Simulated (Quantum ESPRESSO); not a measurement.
**YCo4B: which magnetic order is lowest**

Wanted: the moments of YCo4B and the energy of each order that was tried.

Main program and level: Quantum ESPRESSO 7.5; PBEsol; plane waves with GBRV 1.5 PBEsol potentials, no spin-orbit coupling.

This is a report of a sequence of runs, with most program output left out.

## Step 1: The structure

Symmetry: P6/mmm, No. 191, hexagonal system. Conventional cell: a = 5.020 Å, b = 5.020 Å, c = 6.893 Å, α = 90.00°, β = 90.00°, γ = 120.00°. Nearest to Y lie 6 B at 2.90 Å and 12 Co at 2.92 Å. Nearest to Y lie 18 Co at 2.90 to 3.18 Å. Nearest to Co lie 9 Co at 2.43 to 2.90 Å and 3 Y at 2.90 Å. Nearest to Co lie 2 B at 2.08 Å and 7 Co at 2.43 to 2.99 Å and 4 Y at 2.92 to 3.18 Å. Nearest to B lie 6 Co at 2.08 Å and 3 B at 2.90 Å and 3 Y at 2.90 Å. Farther neighbours are not listed.

The cell comes from the Crystallography Open Database.

## Step 2: Run 1, typed as ferro ++++++++

The signs are those of the starting moments on the seeded atoms, the atoms that are given a moment.

File pw.in:

```
&CONTROL
  calculation = 'scf'
  prefix = 'pwscf'
  outdir = './tmp'
  pseudo_dir = './pseudo'
  disk_io = 'nowf'
/
&SYSTEM
  ibrav = 0
  nat = 12
  ntyp = 3
  ecutwfc = 40
  ecutrho = 280
  nbnd = 109
  occupations = 'smearing'
  smearing = 'fd'
  degauss = 0.00734986
  nspin = 2
  starting_magnetization(1) = 0
  starting_magnetization(2) = 0.1176
  starting_magnetization(3) = 0
/
&ELECTRONS
  conv_thr = 2.4d-08
  electron_maxstep = 150
  mixing_beta = 0.3
/
ATOMIC_SPECIES
Y      88.9058 y_pbesol_v1.4.uspp.F.UPF
Co     58.9332 co_pbesol_v1.2.uspp.F.UPF
B      10.8100 b_pbesol_v1.4.uspp.F.UPF
CELL_PARAMETERS angstrom
   5.0200000000    0.0000000000    0.0000000000
  -2.5100000000    4.3474475270    0.0000000000
   0.0000000000    0.0000000000    6.8930000000
ATOMIC_POSITIONS crystal
Y       0.0000000000    0.0000000000    0.5000000000
Y       0.0000000000    0.0000000000    0.0000000000
Co      0.3333333333    0.6666666667    0.0000000000
Co      0.6666666667    0.3333333333    0.0000000000
Co      0.5000000000    0.0000000000    0.2830000000
Co      0.5000000000    0.5000000000    0.2830000000
Co      0.0000000000    0.5000000000    0.2830000000
Co      0.0000000000    0.5000000000    0.7170000000
Co      0.5000000000    0.5000000000    0.7170000000
Co      0.5000000000    0.0000000000    0.7170000000
B       0.3333333333    0.6666666667    0.5000000000
B       0.6666666667    0.3333333333    0.5000000000
K_POINTS automatic
6 6 6 0 0 0
```

On the command line:

```bash
> OMP_NUM_THREADS=1 mpirun -n 4 pw.x -nk 4 -in pw.in > pw.out
```

Wall time 4.6 min (4 MPI ranks of Intel Xeon Platinum 8259CL at 2.50GHz (Skylake/Cascade Lake), shared host); peak memory 1.1 GiB; 18 min of CPU time.

Spin moment in the atom's sphere by atom:

| atom | spin moment in the atom's sphere (μB) |
| --- | --- |
| Y1 | -0.13 |
| Y2 | -0.13 |
| Co3 | 1.62 |
| Co4 | 1.62 |
| Co5 | 0.87 |
| Co6 | 0.87 |
| Co7 | 0.87 |
| Co8 | 0.87 |
| Co9 | 0.87 |
| Co10 | 0.87 |
| B11 | -0.06 |
| B12 | -0.06 |

Numbers from this step:

* smearing term TS: 0.4629 eV
* magnetization: 7.612 μB
* absolute magnetization: 9.71 μB
* final state: ferromagnetic

Spin density in the ac plane at fractional y = 0.000, with atoms of Y and Co within 0.2 Å of it.

Values in e/Å³, 19 rows by 14 columns, each cell a mean:
```
0.0 0.0 0.0 0.0 0.0 0.0 0.0 0.0 0.0 0.0 0.0 0.0 0.0 0.0
0.0 0.0 0.0 0.0 0.0 0.0 0.0 0.0 0.0 0.0 0.0 0.0 0.0 0.0
0.0 0.0 0.0 0.0 0.0 0.0 0.0 0.0 0.0 0.0 0.0 0.0 0.0 0.0
0.0 0.0 0.0 0.0 0.0 0.1 0.3 0.4 0.1 0.0 0.0 0.0 0.0 0.0
0.0 0.0 0.0 0.0 0.0 0.2 1.1 1.7 0.5 0.1 0.0 0.0 0.0 0.0
0.0 0.0 0.0 0.0 0.0 0.2 1.3 2.1 0.6 0.1 0.0 0.0 0.0 0.0
0.0 0.0 0.0 0.0 0.0 0.1 0.4 0.5 0.2 0.0 0.0 0.0 0.0 0.0
0.0 0.0 0.0 0.0 0.0 0.0 0.1 0.1 0.0 0.0 0.0 0.0 0.0 0.0
0.0 0.0 0.0 0.0 0.0 0.0 0.0 0.0 0.0 0.0 0.0 0.0 0.0 0.0
0.0 0.0 0.0 0.0 0.0 0.0 0.0 0.0 0.0 0.0 0.0 0.0 0.0 0.0
0.0 0.0 0.0 0.0 0.0 0.0 0.0 0.0 0.0 0.0 0.0 0.0 0.0 0.0
0.0 0.0 0.0 0.0 0.0 0.0 0.2 0.2 0.1 0.0 0.0 0.0 0.0 0.0
0.0 0.0 0.0 0.0 0.0 0.1 0.9 1.3 0.4 0.0 0.0 0.0 0.0 0.0
0.0 0.0 0.0 0.0 0.0 0.2 1.4 2.3 0.6 0.1 0.0 0.0 0.0 0.0
0.0 0.0 0.0 0.0 0.0 0.1 0.6 0.9 0.3 0.0 0.0 0.0 0.0 0.0
0.0 0.0 0.0 0.0 0.0 0.0 0.1 0.1 0.0 0.0 0.0 0.0 0.0 0.0
0.0 0.0 0.0 0.0 0.0 0.0 0.0 0.0 0.0 0.0 0.0 0.0 0.0 0.0
0.0 0.0 0.0 0.0 0.0 0.0 0.0 0.0 0.0 0.0 0.0 0.0 0.0 0.0
0.0 0.0 0.0 0.0 0.0 0.0 0.0 0.0 0.0 0.0 0.0 0.0 0.0 0.0
```
Columns run along a (5.0 Å), rows up along c (6.9 Å). Atoms in or near the plane, at fractional coordinates: Y at (0.00, 0.50), Y at (0.00, 0.00), Co at (0.50, 0.28), Co at (0.50, 0.72).

Valence density in the ac plane at fractional y = 0.000, with atoms of Y and Co within 0.2 Å of it. It is the smooth field of the valence electrons, not physical close to the nuclei.

Ten steps, logarithmic in the rise over the least value, from '0' (0 e/Å³) to '9' (37 e/Å³), each cell a mean:
```
34300000000144
43100000000024
11000011100001
00000255310000
00001489720000
00001589720000
11001366410001
43100122100124
34300000000144
24300000000143
44200011100134
32100234310012
00001478620000
00001599730000
00001377520000
00000123210000
32100001000012
44200000000134
14310000000143
```
Columns run along a (5.0 Å), rows up along c (6.9 Å). Atoms in or near the plane, at fractional coordinates: Y at (0.00, 0.50), Y at (0.00, 0.00), Co at (0.50, 0.28), Co at (0.50, 0.72).

## Step 3: Start 2: antiferro +−−−+−++

File pw.in:

```
&CONTROL
  calculation = 'scf'
  prefix = 'pwscf'
  outdir = './tmp'
  pseudo_dir = './pseudo'
  disk_io = 'nowf'
/
&SYSTEM
  ibrav = 0
  nat = 12
  ntyp = 4
  ecutwfc = 40
  ecutrho = 280
  nbnd = 101
  occupations = 'smearing'
  smearing = 'fd'
  degauss = 0.00734986
  nspin = 2
  starting_magnetization(1) = 0
  starting_magnetization(2) = 0.1176
  starting_magnetization(3) = -0.1176
  starting_magnetization(4) = 0
/
&ELECTRONS
  conv_thr = 2.4d-08
  electron_maxstep = 150
  mixing_beta = 0.3
/
ATOMIC_SPECIES
Y      88.9058 y_pbesol_v1.4.uspp.F.UPF
Co1    58.9332 co_pbesol_v1.2.uspp.F.UPF
Co2    58.9332 co_pbesol_v1.2.uspp.F.UPF
B      10.8100 b_pbesol_v1.4.uspp.F.UPF
CELL_PARAMETERS angstrom
   5.0200000000    0.0000000000    0.0000000000
  -2.5100000000    4.3474475270    0.0000000000
   0.0000000000    0.0000000000    6.8930000000
ATOMIC_POSITIONS crystal
Y       0.0000000000    0.0000000000    0.5000000000
Y       0.0000000000    0.0000000000    0.0000000000
Co1     0.3333333333    0.6666666667    0.0000000000
Co2     0.6666666667    0.3333333333    0.0000000000
Co2     0.5000000000    0.0000000000    0.2830000000
Co2     0.5000000000    0.5000000000    0.2830000000
Co1     0.0000000000    0.5000000000    0.2830000000
Co2     0.0000000000    0.5000000000    0.7170000000
Co1     0.5000000000    0.5000000000    0.7170000000
Co1     0.5000000000    0.0000000000    0.7170000000
B       0.3333333333    0.6666666667    0.5000000000
B       0.6666666667    0.3333333333    0.5000000000
K_POINTS automatic
6 6 6 0 0 0
```

Wall time 31 min (4 MPI ranks); peak memory 1.6 GiB.

Spin moment in the atom's sphere by atom:

| atom | spin moment in the atom's sphere (μB) |
| --- | --- |
| Y1 | 0.00 |
| Y2 | 0.00 |
| Co3 | 1.36 |
| Co4 | -1.36 |
| Co5 | 0.00 |
| Co6 | 0.00 |
| Co7 | 0.00 |
| Co8 | 0.00 |
| Co9 | 0.00 |
| Co10 | 0.00 |
| B11 | -0.01 |
| B12 | 0.01 |

This step gave:

```
smearing term TS       : 0.5349 eV
magnetization          : 0 μB
absolute magnetization : 3.482 μB
final state            : antiferromagnetic
```

The typed signs were not kept.

Spin density in the ac plane at fractional y = 0.000, with atoms of Y and Co within 0.2 Å of it.

Ten even steps from '0' (-5.88 × 1e-3 e/Å³) to '9' (8.45 × 1e-3 e/Å³), each cell a mean:
```
44444444444444
44444444444444
44444444444444
44444444444444
44444478544444
44444479544444
44444455444444
44444444444444
44444444444444
44444444444444
44444444444444
44444433344444
44444321344444
44444310234444
44444332344444
44444433444444
44444444444444
44444444444444
44444444444444
```
Columns run along a (5.0 Å), rows up along c (6.9 Å). Atoms in or near the plane, at fractional coordinates: Y at (0.00, 0.50), Y at (0.00, 0.00), Co at (0.50, 0.28), Co at (0.50, 0.72).

Valence density in the ac plane at fractional y = 0.000, with atoms of Y and Co within 0.2 Å of it. It is the smooth field of the valence electrons, not physical close to the nuclei.

Ten steps, logarithmic in the rise over the least value, from '0' (0 e/Å³) to '9' (37 e/Å³), each cell a mean:
```
34300000000144
43100000000024
11000111100001
00000255310000
00001489720000
00001589720000
11001366410001
43100122100124
34300000000144
24310000000143
44200011100134
32100234310012
00001478620000
00001599730000
00001377520000
00000123210000
32100001000012
44200000000134
14310000000143
```
Columns run along a (5.0 Å), rows up along c (6.9 Å). Atoms in or near the plane, at fractional coordinates: Y at (0.00, 0.50), Y at (0.00, 0.00), Co at (0.50, 0.28), Co at (0.50, 0.72).

## Step 4: Run 3, typed as antiferro +−−+−−++

pw.in, as its differences from that of step 3:

```diff
@@ -43,4 +43,4 @@
 Co2     0.5000000000    0.0000000000    0.2830000000
-Co2     0.5000000000    0.5000000000    0.2830000000
-Co1     0.0000000000    0.5000000000    0.2830000000
+Co1     0.5000000000    0.5000000000    0.2830000000
+Co2     0.0000000000    0.5000000000    0.2830000000
 Co2     0.0000000000    0.5000000000    0.7170000000
```

Wall time 73 min (4 MPI ranks); peak memory 2.2 GiB.

Residual by cycle:

cycle, log10 residual and a bar from the least value:
```
        1        3.2 ##############################
       10        1.1 ######################
       19       -1.2 #############
       28       -1.7 ###########
       37       -2.3 #########
       46       -3.0 #######
       54       -3.3 #####
       63       -4.2 ##
       72       -4.3 ##
       81       -4.2 ##
       90       -4.3 ##
       99       -4.7
```

The run was cut off at its time limit.

After 99 cycles the residual stands at 1.9e-5.

## Step 5: The states side by side

An order is kept where moments of 0.15 μB or more survive with the typed signs; meshes match where a doubled cell samples the same k points as the first cell.

Orders:

| start | final state | typed order kept | energy over the lowest (meV a seeded atom) | largest site moment (μB) | net moment (μB a cell of the first run) | mesh matched | CPU time (s) |
| --- | --- | --- | --- | --- | --- | --- | --- |
| ferro ++++++++ | ferromagnetic | yes | 0 | 1.621 | 7.612 | yes | 1094 |
| antiferro +---+-++ | antiferromagnetic | no | 54.57 | 1.361 | 0.00449 | yes | 7478 |

## Step 6: Results

```json
{"lowest state found": "ferromagnetic (from ferro ++++++++)", "largest site moment": "1.62 μB", "next state with moments": "antiferromagnetic, 54.6 meV a seeded atom higher"}
```

1 start left the typed signs, so such an energy belongs to the state reached, not the one typed. This is the lowest of 2 collinear or spinless starts, no proof of the ground state. 1 further start did not converge. Energies are free energies at an electronic temperature of 1160 K, which lowers moments and differences where the moments are itinerant.

[Logs and program files are shortened in this print: banners, set-up blocks, solver, clock and traceback lines can be left out without a mark of their own.]

[Logs are printed without paths, hosts, clocks, repeated set-up lines and the standing remarks that a program may print on its own settings, such as how far it seeks lower states.]

[Hosts, paths, dates, database ids (printed as entryN), source tags and the programs' standing remarks are cut or masked in the printed files.]

[Where a cell is said to come from a database of computed structures, the database is the Materials Project.]
